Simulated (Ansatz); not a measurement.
# BAs (F-43m): converging a phonon calculation, part 4 of 4

Wanted: convergence of the phonons of BAs (F-43m) against cost.

Ansatz 0.2.0; DFT LDA, scalar-relativistic, plane waves, PAW; PAW set soft_1.

So far. Step 11 (Another k mesh, q mesh 2×2×2): The highest optical mode at the zone centre (no LO-TO term) is 699.9 cm⁻¹, +0.0 cm⁻¹ against the base run. Step 12 (Another k mesh, k-mesh 18×18×18, q mesh 2×2×2): The highest optical mode at the zone centre (no LO-TO term) is 699.9 cm⁻¹, -0.0 cm⁻¹ against the base run. The relaxed cell has a = 4.732 Å (conventional setting).

## 17. Another cutoff, cutoff 360 eV, q mesh 2×2×2

The cutoff is set to 360 eV on a small fixed q mesh.

Input file input.yaml:

```yaml
crystal:
  lattice:
    - [0.0, 2.3658309543, 2.3658309543]
    - [2.3658309543, 0.0, 2.3658309543]
    - [2.3658309543, 2.3658309543, 0.0]
  atoms:
    - { symbol: B, position: [0.0, 0.0, 0.0] }
    - { symbol: As, position: [0.25, 0.25, 0.25] }
kpoints:
  mp_grid: { grid: [12, 12, 12] }
hamiltonian:
  xc: lda
  pseudopotentials: { kind: paw, azcp: { folder: soft_1 }, xc_functional: pbe }
scf:
  occupations: { method: fixed }
output:
  eigenvalues: true
phonons:
  method: dfpt
  qmesh: [2, 2, 2]
  temperatures: { t_max: 1000, t_step: 50 }
  qpath:
    path:
      - [[0.0, 0.0, 0.0], [-0.5, -0.5, 0.0], [-0.375, -0.375, 0.25]]
      - [[-0.375, 0.0, 0.375], [0.0, 0.0, 0.0], [0.0, 0.0, 0.5], [-0.5, -0.25, 0.25], [-0.5, -0.5, 0.0]]
    npoints: 10
basis:
  ecutwfc: 360
```

Run with:

```bash
> ansatz run input.yaml --threads 4 --pin off --max-ram 10240MiB --backend cpu --events-out ev --progress --plain --runs-dir out
```

Numbers of over 12 decimals in the logs are rounded to 6 here.

Output:

```text
[...]
Crystal: 2 atoms, lattice volume = 26.484 Å³
Basis set: ecut = 360 eV, 411 PW (Γ), exchange–correlation on 48×48×48 points (8 copies of the dense FFT grid, shifted against one another)
Bands: 13, of which v1, the nominal top of the filled ones, is band 9 counted from 1 (8 counted from 0)
Symmetry: 24 space group operations
k-points: 72 of 1728 (time reversal used)
[...]
optical modes at Γ + LO–TO along q̂ = [0.0000, 1.0000, 0.0000]:
      ω (cm⁻¹)  modes    IR ((D/Å)²/amu)
        699.42      2             1.3983
        703.58      1             0.6991
  optical modes at Γ + LO–TO along q̂ = [0.0000, 0.0000, 1.0000]:
      ω (cm⁻¹)  modes    IR ((D/Å)²/amu)
        699.42      2             1.3983
        703.58      1             0.6991
--- Phonons (arbitrary-q DFPT): 3 irreducible q on the 2×2×2 mesh ---
[...]
interpolated dispersion: 63 rows × 6 modes
[...]
[key lines of the parts left out:]
SCF converged after 8 iterations
Free energy (F): -4923.522616 eV
Fermi energy:    10.864876 eV
```

Wall time 23 s (4 threads of Arm Neoverse V2, shared host); peak memory 0.78 GiB.

Frequencies (cm⁻¹) solved at each irreducible wavevector; negative means imaginary. Frequencies by wavevector, by row:

```
q in reciprocal lattice units  star  mode 1  mode 2  mode 3  mode 4  mode 5  mode 6
                        0 0 0     1       0       0       0   699.4   699.4   699.4
                     0 0 -0.5     4     139     139   312.7   676.4   676.4   711.9
                  0 -0.5 -0.5     3   192.7   192.7   321.6   639.5   639.5   739.9
```

The highest optical mode at the zone centre (no LO-TO term) is 699.4 cm⁻¹, -0.5 cm⁻¹ against the base run.

## 18. Another cutoff, cutoff 550 eV, q mesh 2×2×2

The cutoff is set to 550 eV on a small fixed q mesh.

input.yaml: that of step 17 with these lines changed.

```diff
@@ -27,2 +27,2 @@
 basis:
-  ecutwfc: 360
+  ecutwfc: 550
```

Output:

```text
[...]
Crystal: 2 atoms, lattice volume = 26.484 Å³
Basis set: ecut = 550 eV, 749 PW (Γ), exchange–correlation on 54×54×54 points (8 copies of the dense FFT grid, shifted against one another)
Bands: 13, of which v1, the nominal top of the filled ones, is band 9 counted from 1 (8 counted from 0)
Symmetry: 24 space group operations
k-points: 72 of 1728 (time reversal used)
[...]
optical modes at Γ + LO–TO along q̂ = [0.0000, 1.0000, 0.0000]:
      ω (cm⁻¹)  modes    IR ((D/Å)²/amu)
        699.95      2             1.4204
        704.18      1             0.7102
  optical modes at Γ + LO–TO along q̂ = [0.0000, 0.0000, 1.0000]:
      ω (cm⁻¹)  modes    IR ((D/Å)²/amu)
        699.95      2             1.4204
        704.18      1             0.7102
--- Phonons (arbitrary-q DFPT): 3 irreducible q on the 2×2×2 mesh ---
[...]
interpolated dispersion: 63 rows × 6 modes
[...]
[key lines of the parts left out:]
SCF converged after 9 iterations
Free energy (F): -4923.536976 eV
Fermi energy:    10.860956 eV
```

It took 38 s on 4 threads; peak memory 1 GiB; 2.4 min of CPU time.

Frequencies (cm⁻¹) solved at each irreducible wavevector; negative means imaginary. Frequencies by wavevector, by row:

```
q in reciprocal lattice units  star  mode 1  mode 2  mode 3  mode 4  mode 5  mode 6
                        0 0 0     1       0       0       0     700     700     700
                     0 0 -0.5     4   139.1   139.1   312.7   677.1   677.1     713
                  0 -0.5 -0.5     3   192.7   192.7   321.7   640.5   640.5   740.9
```

The highest optical mode at the zone centre (no LO-TO term) is 700.0 cm⁻¹, +0.0 cm⁻¹ against the base run.

## 19. What came out

| Quantity | Value |
| --- | --- |
| mean frequency, q mesh 2×2×2 | 444 cm⁻¹ |
| mean frequency, q mesh 3×3×3 | 443 cm⁻¹ |
| mean frequency, q mesh 6×6×6 | 443 cm⁻¹ |
| highest optical mode at the zone centre (no LO-TO term), k-mesh 4×4×4 | 714 cm⁻¹ |
| highest optical mode at the zone centre (no LO-TO term), k-mesh 6×6×6 | 702 cm⁻¹ |
| highest optical mode at the zone centre (no LO-TO term), k-mesh 8×8×8 | 700 cm⁻¹ |
| highest optical mode at the zone centre (no LO-TO term), k-mesh 12×12×12 | 700 cm⁻¹ |
| highest optical mode at the zone centre (no LO-TO term), k-mesh 18×18×18 | 700 cm⁻¹ |
| highest optical mode at the zone centre (no LO-TO term), cutoff 170 eV | 657 cm⁻¹ |
| highest optical mode at the zone centre (no LO-TO term), cutoff 230 eV | 729 cm⁻¹ |
| highest optical mode at the zone centre (no LO-TO term), cutoff 290 eV | 705 cm⁻¹ |
| highest optical mode at the zone centre (no LO-TO term), cutoff 360 eV | 699 cm⁻¹ |
| highest optical mode at the zone centre (no LO-TO term), cutoff 550 eV | 700 cm⁻¹ |

In words: Over the whole q mesh series, coarse runs included, the mean frequency runs from 442.9 to 443.6 cm⁻¹; from 2×2×2 on it stays within 0.7 cm⁻¹ of the finest run (6×6×6), against a tolerance of 4.4. Over the whole k mesh series, coarse runs included, the lowest mode on the q mesh (acoustic modes at Γ apart) runs from 135.2 to 139.1 cm⁻¹; from 6×6×6 on all solved modes stay within 2.1 cm⁻¹ of the finest run (18×18×18), against a tolerance of 7.4. Over the whole cutoff series, coarse runs included, the lowest mode on the q mesh (acoustic modes at Γ apart) runs from 117.7 to 144.3 cm⁻¹; from 290 eV on all solved modes stay within 7.2 cm⁻¹ of the finest run (550 eV), against a tolerance of 7.4. All runs share the cell relaxed at the base settings, which is not exactly at rest under another k mesh or cutoff. The program warns that the interpolation holds no quadrupole term, so branches close to Γ can be off in this crystal. The PAW files were made for PBE and serve the other functionals too. These are harmonic frequencies at zero temperature: anharmonic shifts, linewidths and thermal expansion are left out.

[Logs are printed without paths, hosts, clocks, repeated set-up lines and the standing remarks that a program may print on its own settings, such as how far it seeks lower states.]

[Hosts, paths, dates, database ids (printed as entryN), source tags and the programs' standing remarks are cut or masked in the printed files.]
